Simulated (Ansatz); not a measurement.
# What Hf (model cell, started as body-centred cubic) distorts into, part 2 of 2

Which phase does Hf (model cell, started as body-centred cubic) fall into along its unstable mode, and how much energy does it gain?

Ansatz 0.2.0; DFT LDA, scalar-relativistic, plane waves, PAW; PAW set soft_1.

So far, highest frequency on the path or at a solved wavevector (cm⁻¹): step 2 (the dispersion) 140. Also lowest frequency on the path (cm⁻¹): step 2 -83.2.

This is not the structure that Hf takes at ambient pressure and room temperature (hexagonal, No. 194); it is a model or a phase of other conditions.

### 6. Relaxation from the frozen mode

Starting from the lowest point found, all atoms and the cell are let go, so that strain and other modes of the same symmetry can join in.

Contents of input.yaml:

```yaml
crystal:
  lattice:
    - [-1.7209589871, 1.7209589871, 1.7209589871]
    - [0.0, -3.4419179742, 3.4419179742]
    - [5.1628769613, 1.7209589871, 1.7209589871]
  atoms:
    - { symbol: Hf, position: [0.0663017894, 0.0, -0.0119468254] }
    - { symbol: Hf, position: [0.6836982106, 0.5, 0.2619468254] }
    - { symbol: Hf, position: [0.4336982106, 0.0, 0.5119468254] }
    - { symbol: Hf, position: [0.3163017894, 0.5, 0.7380531746] }
kpoints:
  mp_grid: { grid: [14, 10, 8] }
hamiltonian:
  xc: lda
  pseudopotentials: { kind: paw, azcp: { folder: soft_1 }, xc_functional: pbe }
scf:
  occupations: { method: methfessel_paxton, width: 0.2 }
output:
  forces: true
  stress: true
  eigenvalues: true
relax:
  adjacent_minimum: "off"
  f_tol: 0.002
  max_steps: 120
  cell: { stress_tol: 0.03 }
```

On the command line:

```console
ansatz run input.yaml --threads 4 --pin off --max-ram 16384MiB --backend cpu --events-out ev --progress --plain --runs-dir out
```

Numbers of over 12 decimals in the logs are rounded to 6 here.

The log of the run:

```text
[...]
Crystal: 4 atoms, lattice volume = 81.551 Å³
Basis set: ecut = 420 eV, 1565 PW (Γ)
Bands: 63, of which v1, the nominal top of the filled ones, is band 52 counted from 1 (51 counted from 0)
Symmetry: 4 space group operations
[...]
k-points: 348 of 1120
[...]
SCF iter   1: F=—  HF=-61909.989405 eV  |F-HF|=—  |Δ(HF+E_count)|=         —  Δρ=3.41e-2  dr2=2.00e0  ethr=3.10e-3  ⟨swp⟩=6.0  Hψ=70096  notcnv=0
[...]
SCF iter  10: F=-61909.472902 eV  HF=-61909.472902 eV  |F-HF|=6.40e-9  |Δ(HF+E_count)|=   4.94e-8  S|Δr|=    0.00e0  Δρ=3.20e-6  dr2=7.84e-9  ethr=1.00e-12  ⟨swp⟩=7.1  Hψ=261175  notcnv=0
SCF 1 converged in 10 iterations: F = -61909.472902 eV  dr2 = 7.84e-9
[...]
relax step   1: F+E_penalty+E_count = -61909.47290152 eV  Δ(F+E_penalty+E_count) = +0.000e0 eV  max|allowed force component| = 4.215e-1 eV/Å  Δτ_max = 0.0000 Å  P = +1.481 GPa  Ω = 81.551 Å³  (10 SCF iters, dr2 threshold 1.00e-7 eV, accepted)
Crystal: 4 atoms, lattice volume = 84.021 Å³
Basis set: ecut = 420 eV, 1647 PW (Γ)
[...]
iter 1 solved again at ethr=2.81e-4 eV; its pass at ethr=3.10e-3 eV (dr2=2.92e-1 eV) is discarded
[...]
SCF iter   9: F=-61909.630905 eV  HF=-61909.630905 eV  |F-HF|=4.42e-8  |Δ(HF+E_count)|=   1.41e-6  S|Δr|=    0.00e0  Δρ=1.48e-5  dr2=1.78e-7  ethr=3.85e-10  ⟨swp⟩=7.8  Hψ=117831  notcnv=0
SCF 2 converged in 9 iterations: F = -61909.630905 eV  dr2 = 1.78e-7
relax step   2: F+E_penalty+E_count = -61909.63090524 eV  Δ(F+E_penalty+E_count) = -1.580e-1 eV  max|allowed force component| = 5.969e-1 eV/Å  Δτ_max = 0.1949 Å  P = -2.180 GPa  Ω = 84.021 Å³  energy of the carried Pulay correction = -5.555e-4 eV  (9 SCF iters, dr2 threshold 4.00e-7 eV, accepted)
Crystal: 4 atoms, lattice volume = 81.021 Å³
Basis set: ecut = 420 eV, 1587 PW (Γ)
[...]
SCF iter   9: F=-61909.794857 eV  HF=-61909.794857 eV  |F-HF|=6.96e-8  |Δ(HF+E_count)|=   2.96e-7  S|Δr|=    0.00e0  Δρ=1.06e-5  dr2=1.00e-7  ethr=3.85e-10  ⟨swp⟩=8.0  Hψ=120233  notcnv=0
SCF 3 converged in 9 iterations: F = -61909.794857 eV  dr2 = 1.00e-7
relax step   3: F+E_penalty+E_count = -61909.79485717 eV  Δ(F+E_penalty+E_count) = -1.640e-1 eV  max|allowed force component| = 2.458e-1 eV/Å  Δτ_max = 0.1853 Å  P = +2.669 GPa  Ω = 81.021 Å³  energy of the carried Pulay correction = +1.215e-4 eV  (9 SCF iters, dr2 threshold 4.00e-7 eV, accepted)
[...]
relax step   4: F+E_penalty+E_count = -61909.83049171 eV  Δ(F+E_penalty+E_count) = -3.563e-2 eV  max|allowed force component| = 8.794e-2 eV/Å  Δτ_max = 0.0496 Å  P = +2.086 GPa  Ω = 81.489 Å³  energy of the carried Pulay correction = +1.428e-5 eV  (8 SCF iters, dr2 threshold 4.00e-7 eV, accepted)
[...]
relax step   5: F+E_penalty+E_count = -61909.84109762 eV  Δ(F+E_penalty+E_count) = -1.061e-2 eV  max|allowed force component| = 2.776e-2 eV/Å  Δτ_max = 0.0140 Å  P = +0.165 GPa  Ω = 82.699 Å³  energy of the carried Pulay correction = -2.602e-4 eV  (8 SCF iters, dr2 threshold 4.00e-7 eV, accepted)
[...]
relax step   6: F+E_penalty+E_count = -61909.84134816 eV  Δ(F+E_penalty+E_count) = -2.505e-4 eV  max|allowed force component| = 2.480e-2 eV/Å  Δτ_max = 0.0095 Å  P = +0.024 GPa  Ω = 82.812 Å³  energy of the carried Pulay correction = -2.856e-4 eV  (6 SCF iters, dr2 threshold 3.93e-7 eV, accepted)
[...]
relax step   7: F+E_penalty+E_count = -61909.84153216 eV  Δ(F+E_penalty+E_count) = -1.840e-4 eV  max|allowed force component| = 4.255e-3 eV/Å  Δτ_max = 0.0077 Å  P = +0.014 GPa  Ω = 82.820 Å³  energy of the carried Pulay correction = -2.875e-4 eV  (7 SCF iters, dr2 threshold 3.85e-8 eV, accepted)
[...]
relax step   8: F+E_penalty+E_count = -61909.84153699 eV  Δ(F+E_penalty+E_count) = -4.831e-6 eV  max|allowed force component| = 1.018e-3 eV/Å  Δτ_max = 0.0009 Å  P = +0.001 GPa  Ω = 82.829 Å³  energy of the carried Pulay correction = -2.894e-4 eV  (7 SCF iters, dr2 threshold 1.13e-9 eV, accepted)
[...]
SCF iter   8: F=-61909.842058 eV  HF=-61909.842058 eV  |F-HF|=7.28e-12  |Δ(HF+E_count)|=  7.28e-12  S|Δr|=    0.00e0  Δρ=2.84e-8  dr2=9.04e-13  ethr=1.00e-12  ⟨swp⟩=2.2  Hψ=188521  notcnv=0
WARN: eigensolver did not converge (k=227): 1 band(s) unlocked after 104 sweeps at occupation × residual norm < 1.00e-8 eV (lowest unlocked band 1, counted from 0, weighed at 2.000 electrons; max residual 7.55e-9 eV among the unlocked bands, 1.07e-6 eV over every band, not weighted by occupation; other slots of this pass that fall short are told together in one closing line; warning suppressed for the rest of this close's residual-converged pass)
SCF 9 converged in 8 iterations: F = -61909.842058 eV  dr2 = 9.04e-13
[...]
relax step   9: F+E_penalty+E_count = -61909.84205759 eV  Δ(F+E_penalty+E_count) = -5.206e-4 eV  max|allowed force component| = 1.041e-3 eV/Å  Δτ_max = 0.0000 Å  P = +0.004 GPa  Ω = 82.829 Å³  stress off target by 1.98e-2 GPa  SCF on the basis re-selected at this cell (its energy is not comparable with the rows above)  (8 SCF iters)
basis re-selected at this cell: Δ(F+E_penalty+E_count) = -5.206e-4 eV, ΔP = +0.003 GPa vs the last step (what re-selecting the basis moved, of the pressure what is left beyond the Pulay correction that the steps carried, after the strain that the cell walked since its last selection, with what the two solves' SCF thresholds leave and, on support functions, any second-order correction that the steps lacked; it is no measure of the basis error at this ecutwfc). The dense FFT grid was sized anew with the basis: this SCF ran on 24×32×40 points, the steps before it on 20×36×40, so part of this shift can come from that change (see relax.cell in the input reference). [rest of the remark cut]
SCF converged after 8 iterations
[...]
Free energy (F): -61909.842058 eV
[...]
Internal energy: -61909.839181 eV  (E = F + TS)
E sigma→0 (E₀):  -61909.841339 eV
Entropy (-TS):   -0.002876 eV (-0.719 meV/atom)
Fermi energy:    19.208602 eV
Step filling:    the computed levels leave a gap of 0.0047 eV = 0.0 smearing widths at the electron count; against every level under it full and every level over it empty, smearing changes F+E_penalty+E_count by -1.598 meV and its σ→0 estimate by -0.879 meV
[...]
--- Forces (eV/Å), atoms counted from 1 ---
  atom   1  Hf     0.00084957     0.00104123     0.00104123
  atom   2  Hf    -0.00084957    -0.00104123    -0.00104123
  atom   3  Hf    -0.00085149    -0.00003595    -0.00003595
  atom   4  Hf     0.00085149     0.00003595     0.00003595
  max |Σ_I F_I| component: 1.08e-19 eV/Å
--- Stress (GPa, compression-positive) ---
        0.019278      -0.002230      -0.002230
       -0.002230      -0.004237       0.005123
       -0.002230       0.005123      -0.004237
  P = ⅓ Tr σ = 0.0036 GPa (0.036 kbar)
--- Band table (eV; the first three rows and the last of 348) ---
  k-point 0: bands = [... 48 lower, 17.8288, 18.1546, 18.3951, 18.9299, 20.3692, 20.4458, 20.8828, 21.3416, ... 7 higher]
  k-point 1: bands = [... 48 lower, 17.9153, 18.2177, 18.5914, 18.9892, 20.1982, 20.3987, 20.7329, 21.0938, ... 7 higher]
  k-point 2: bands = [... 48 lower, 18.1699, 18.5093, 18.7163, 19.1586, 19.9270, 20.3050, 20.3328, 20.8493, ... 7 higher]
  k-point 347: bands = [... 48 lower, 17.9090, 17.9090, 18.8343, 18.8343, 19.6477, 19.6477, 20.5553, 20.5553, ... 7 higher]
--- Relaxed structure (8 steps of the walk, 8 accepted, 1 SCFs on fresh bases) ---
  F+E_penalty+E_count = -61909.84205759 eV   max|allowed force component| = 1.041e-3 eV/Å   (the final SCF, on the basis selected at the relaxed cell)
  cell:  # Å, volume = 82.8289 Å³
    - [-1.865635, 1.701336, 1.701336]
    - [-2.0816681711721685e-17, -3.382299, 3.382299]
    - [5.425381, 1.615574, 1.615574]
  atoms:
    - { symbol: Hf, position: [0.054471, -1.734723475976807e-18, -0.016236] }
    - { symbol: Hf, position: [0.695529, 0.500000, 0.266236] }
    - { symbol: Hf, position: [0.308064, 0.0, 0.491671] }
    - { symbol: Hf, position: [0.441936, 0.5, 0.758329] }
```

It took 4.2 min on 4 threads of Intel Xeon Platinum 8259CL at 2.50GHz (Skylake/Cascade Lake), shared host; peak memory 1.5 GiB; 17 min of CPU time.

Relaxation path:

| step | energy less that of the first step (eV) | largest force component (eV/Å) | pressure (GPa) | volume (Å³) |
| --- | --- | --- | --- | --- |
| 1 | 0.0000 | 0.4215 | 1.48 | 81.55 |
| 2 | -0.1580 | 0.5969 | -2.18 | 84.02 |
| 3 | -0.3220 | 0.2458 | 2.67 | 81.02 |
| 4 | -0.3576 | 0.0879 | 2.09 | 81.49 |
| 5 | -0.3682 | 0.0278 | 0.17 | 82.70 |
| 6 | -0.3684 | 0.0248 | 0.02 | 82.81 |
| 7 | -0.3686 | 0.0043 | 0.01 | 82.82 |
| 8 | -0.3686 | 0.0010 | 0.00 | 82.83 |
| 9* | -0.3692 | 0.0010 | 0.00 | 82.83 |

Relaxation steps marked * repeat the geometry before them on a plane-wave basis chosen anew for their cell, so energy and pressure can jump there.

Forces are held to the 4 operations that the run works with; a distortion that breaks them can't arise in this run.

```csv
cell as run,before,after,change
a (Å),2.981,3.045,+2.1 %
b (Å),4.868,4.783,-1.7 %
c (Å),5.708,5.887,+3.1 %
β (°),100.02,104.95,+4.9 %
volume (Å³/atom),20.39,20.71,+1.6 %
```

The atoms that moved most (Å, as changes of fractional coordinates times the final cell):

| atom | dx | dy | dz | length |
| --- | --- | --- | --- | --- |
| Hf3 | 0.124 | -0.247 | -0.247 | 0.370 |
| Hf4 | -0.124 | 0.247 | 0.247 | 0.370 |
| Hf2 | 0.001 | 0.027 | 0.027 | 0.038 |
| Hf1 | -0.001 | -0.027 | -0.027 | 0.038 |

The relaxed structure:

```xyz
4
Lattice="-1.8656 1.7013 1.7013 0.0000 -3.3823 3.3823 5.4254 1.6156 1.6156" Properties=species:S:1:pos:R:3 pbc="T T T"
Hf   -0.1897    0.0664    0.0664
Hf    0.1468   -0.0777    3.3046
Hf    2.0928    1.3185    1.3185
Hf    3.2897    0.2859    3.6682
```

Numbers from this step:

| Quantity | Value |
| --- | --- |
| pressure | 0.003601 GPa |
| volume per atom | 20.71 Å³ |

The distorted start has space group P2_1/m; the relaxation ends in Cmcm.

### 7. The new phase in its own primitive cell

The relaxed structure is symmetrised, reduced to its primitive cell and relaxed tightly, as its phonons need.

input.yaml, the sections that differ from step 6:

```yaml
crystal:
  lattice:
    - [1.5223073412, -5.6875147061, 0.0]
    - [1.5223073412, 5.6875147061, 0.0]
    - [0.0, 0.0, 4.7832927156]
  atoms:
    - { symbol: Hf, position: [0.8207071354, 0.1792928646, 0.75] }
    - { symbol: Hf, position: [0.1792928646, 0.8207071354, 0.25] }
    - { symbol: Hf, position: [0.5667534504, 0.4332465496, 0.75] }
    - { symbol: Hf, position: [0.4332465496, 0.5667534504, 0.25] }
kpoints:
  mp_grid: { grid: [14, 14, 10] }
relax:
  adjacent_minimum: "off"
  f_tol: 0.001
  max_steps: 60
  cell: { stress_tol: 0.01 }
# hamiltonian, scf, output: as in step 6
```

The log of the run:

```text
[...]
Crystal: 4 atoms, lattice volume = 82.829 Å³
Basis set: ecut = 420 eV, 1605 PW (Γ)
Bands: 63, of which v1, the nominal top of the filled ones, is band 52 counted from 1 (51 counted from 0)
Symmetry: 8 space group operations
[...]
k-points: 342 of 1960
[...]
--- Relaxed structure (3 steps of the walk, 3 accepted, 1 SCFs on fresh bases) ---
[...]
cell:  # Å, volume = 82.8248 Å³
    - [1.522401, -5.688829, 0.0]
    - [1.522401, 5.688829, 0.0]
    - [0.0, 0.0, 4.781656]
  atoms:
    - { symbol: Hf, position: [0.820567, 0.179433, 0.750000] }
    - { symbol: Hf, position: [0.179433, 0.820567, 0.250000] }
    - { symbol: Hf, position: [0.566676, 0.433324, 0.750000] }
    - { symbol: Hf, position: [0.433324, 0.566676, 0.250000] }
[key lines of the parts left out:]
SCF converged after 7 iterations
Free energy (F): -61909.842152 eV
Fermi energy:    19.209789 eV
P = ⅓ Tr σ = 0.0060 GPa (0.060 kbar)
```

The job ended after 1.7 min (4 threads; peak memory 1.5 GiB; 6.8 min of CPU time).

Little changed from the start: no atom moved by 0.005 Å and no cell edge by 0.1 %.

This step gave:

- pressure: 0.005954 GPa

The largest force component left is 0.84 meV/Å and the pressure is 0.006 GPa, within the tolerances set. The cell now holds 20.71 Å³/atom.

### 8. Modes of the new phase, k-mesh 14×14×10

A relaxed structure may still be a saddle point, so its zone-centre modes are computed. No field response is asked, since the mesh shows no gap.

input.yaml, the sections that differ from step 7:

```yaml
crystal:
  lattice:
    - [1.5224006796, -5.6888289679, 0.0]
    - [1.5224006796, 5.6888289679, 0.0]
    - [0.0, 0.0, 4.7816557706]
  atoms:
    - { symbol: Hf, position: [0.8205672059, 0.1794327941, 0.75] }
    - { symbol: Hf, position: [0.1794327941, 0.8205672059, 0.25] }
    - { symbol: Hf, position: [0.56667582, 0.43332418, 0.75] }
    - { symbol: Hf, position: [0.43332418, 0.56667582, 0.25] }
output:
  eigenvalues: true
phonons:
  method: dfpt
# kpoints, hamiltonian, scf: as in step 7
# relax: removed
```

The log of the run:

```text
zone centre: on kpoints.mp_grid the ground state, and the responses unless they are solved on pairs of k-points, stand on 342 of the mesh's 1960 k-points, reduced under 4 symmetry operations, with k and −k counted as one. Each operation leaves every solved displacement unchanged or reverses it
[...]
Crystal: 4 atoms, lattice volume = 82.825 Å³
Basis set: ecut = 420 eV, 1605 PW (Γ), exchange–correlation on 80×80×64 points (8 copies of the dense FFT grid, shifted against one another)
Bands: 63, of which v1, the nominal top of the filled ones, is band 52 counted from 1 (51 counted from 0)
Symmetry: 8 space group operations
k-points: 342 of 1960 (irreducible under 4 space group operations, time reversal used)
[...]
SCF iter   1: F=—  HF=-61910.308287 eV  |F-HF|=—  |Δ(HF+E_count)|=         —  Δρ=3.39e-2  dr2=1.21e0  ethr=3.10e-3  ⟨swp⟩=5.5  Hψ=66027  notcnv=0
[...]
SCF iter  14: F=-61909.842154 eV  HF=-61909.842154 eV  |F-HF|=1.46e-11  |Δ(HF+E_count)|=  7.28e-12  S|Δr|=    0.00e0  Δρ=3.74e-8  dr2=7.05e-13  ethr=1.00e-12  ⟨swp⟩=3.0  Hψ=189786  notcnv=0
SCF 1 converged in 14 iterations: F = -61909.842154 eV  dr2 = 7.05e-13
[...]
DFPT response loops at Γ: preconditioner auto → Kerker (q_TF=auto, 2.834 Å⁻¹) (partly filled bands, converged f_vac=0.000); β = 1.00, the filter's whole step (`scf.mixing.beta` (0.50) is not read by the response loops under this deck's `scf.mixing.preconditioner`; to damp them name `kerker` or `kerker_dos`, under which they read `scf.mixing.beta`, and type it under 1.00, their step now; both keys bind the ground state too); Broyden in place of MSR1
SCF converged after 14 iterations
[...]
Free energy (F): -61909.842154 eV
[...]
Internal energy: -61909.839119 eV  (E = F + TS)
E sigma→0 (E₀):  -61909.841395 eV
Entropy (-TS):   -0.003035 eV (-0.759 meV/atom)
Fermi energy:    19.209789 eV
[...]
--- Band table (eV; the first three rows and the last of 342) ---
  k-point 0: bands = [... 48 lower, 17.8325, 18.1524, 18.3943, 18.9320, 20.3704, 20.4483, 20.8884, 21.3425, ... 7 higher]
  k-point 1: bands = [... 48 lower, 18.1353, 18.1953, 18.2320, 19.2632, 20.2238, 20.3764, 20.7518, 21.3204, ... 7 higher]
  k-point 2: bands = [... 48 lower, 18.1726, 18.3182, 18.7193, 19.7769, 19.9364, 20.1725, 20.3871, 21.2339, ... 7 higher]
  k-point 341: bands = [... 48 lower, 18.4838, 18.4838, 18.6737, 18.6737, 19.2916, 19.2916, 20.3822, 20.3822, ... 7 higher]
--- Phonons (Γ-DFPT): 6 representative perturbations + reference, on 342 of 1960 k-points (Σ response iterations 20) ---
  k mesh reduced under 4 symmetry operations, with k and −k counted as one. Each operation leaves every solved displacement unchanged or reverses it
  ASR residual: 2.608e-4 → 0.000e0 eV/Å²; symmetrization residual: 4.383e-6 eV/Å²
  ASR residual per site (eV/Å²): 2.61e-4 2.61e-4 5.02e-5 5.02e-5
  Γ frequencies (cm⁻¹): 0.00 0.00 0.00 49.80 66.89 84.58 85.95 91.73 98.73 121.87 127.60 131.22
  non-analytic LO–TO correction: not included (Born effective charges unavailable; polar crystals: no LO–TO splitting at Γ)
```

The job ended after 6.6 min (4 threads; peak memory 5 GiB).

This step gave:

```yaml
sum_rule_residual_before_enforcement: 2.61e-4 eV/Å²
point_group: mmm
highest_optical_mode_at_the_zone_centre_no_lo_to_term: 131.2 cm⁻¹
lowest_optical_zone_centre_mode: 49.8 cm⁻¹
```

Patterns of degenerate modes are one choice out of their space. Modes at Γ:

```
mode  frequency (cm⁻¹)  symmetry
   1               0.0  acoustic
   2               0.0  acoustic
   3               0.0  acoustic
   4              49.8       B1g
   5              66.9       B3g
   6              84.6        Ag
   7              86.0       B1u
   8              91.7       B3u
   9              98.7       B1g
  10             121.9       B3g
  11             127.6        Ag
  12             131.2       B2u
```

Displacements in mode 4 (49.8 cm⁻¹), the largest set to 1:
```
Hf1 -0.76  0.00  0.00
Hf2  0.76  0.00  0.00
Hf3  1.00  0.00  0.00
Hf4 -1.00  0.00  0.00
```

Displacements in mode 8 (91.7 cm⁻¹), the largest set to 1:
```
Hf1 -1.00  0.00  0.00
Hf2 -1.00  0.00  0.00
Hf3  1.00  0.00  0.00
Hf4  1.00  0.00  0.00
```

Before it was imposed, the acoustic sum rule was missed by 2.6e-4 eV/Å². Small misses are needed for a sound result but don't prove that mesh and cutoff are converged. The lowest optical mode is real, 49.8 cm⁻¹.

### 9. The phases reached

The phases reached along the modes that were followed are set side by side.

Energies are those of the first relaxation, on the mesh of the frozen mode; space group, volume and gap are those of the last relaxation. Phases, by row:

```csv
mode frozen in,space group,energy from parent (meV/atom),volume (Å³/atom),gap on mesh (eV),lowest zone-centre optical mode (cm⁻¹),largest shift (Å)
parent,Im-3m,0,20.39,0,–,–
"q = (0, 0, -0.5), 83i cm⁻¹",P6_3/mmc,-144.9,20.83,0,72.9,0.45
"q = (0, 0.25, 0.25), 52i cm⁻¹",Cmcm,-112.9,20.71,0,49.8,0.574
```

### 10. Results

```yaml
unstable_mode_of_the_parent: q = (0, 0.25, 0.25), 52i cm⁻¹
depth_at_the_lowest_point_sampled: 20.9 meV/atom
largest_atomic_shift_at_that_point: 0.22 Å
space_group_reached_within_0p01_a: Cmcm
energy_gained_over_the_parent_first_relaxation_on_the_mesh_of_the_frozen_mode: 113 meV/atom
volume_per_atom_phase_reached: 20.7 Å³
lowest_optical_zone_centre_mode_phase_reached: 49.8 cm⁻¹
highest_optical_mode_at_the_zone_centre_no_lo_to_term_phase_reached: 131 cm⁻¹
```

**Reading.** Along this mode the structure falls into Cmcm, 113 meV/atom below the parent. At the parent's cell the well is 20.91 meV/atom deep on the steps tried, with its lowest point at a shift of 0.22 Å. Relaxing atoms and cell changes the gain by +91.97 meV/atom against the lowest step (energies at zero smearing). Most of the total comes from this relaxation. The new phase has no imaginary mode at the zone centre of its cell; other wavevectors were not checked. Of the 2 patterns followed to their end from this parent, this one ends 32.0 meV/atom above the lowest, P6_3/mmc. Each path keeps the symmetry of its pattern, so a lower phase may lie along a pattern not tried. With no gap, or one that is small against the smearing, the frequencies hang on the k mesh and the smearing, most of all near Kohn anomalies. Spin-orbit coupling is left out, which can matter for the heavy elements here. The PAW files were made for PBE and serve the other functionals too. The starting cell was built on a prototype and not taken from a measurement, so the phase need not exist.

[Logs are printed without paths, hosts, clocks, repeated set-up lines and the standing remarks that a program may print on its own settings, such as how far it seeks lower states.]

[Hosts, paths, dates, database ids (printed as entryN), source tags and the programs' standing remarks are cut or masked in the printed files.]
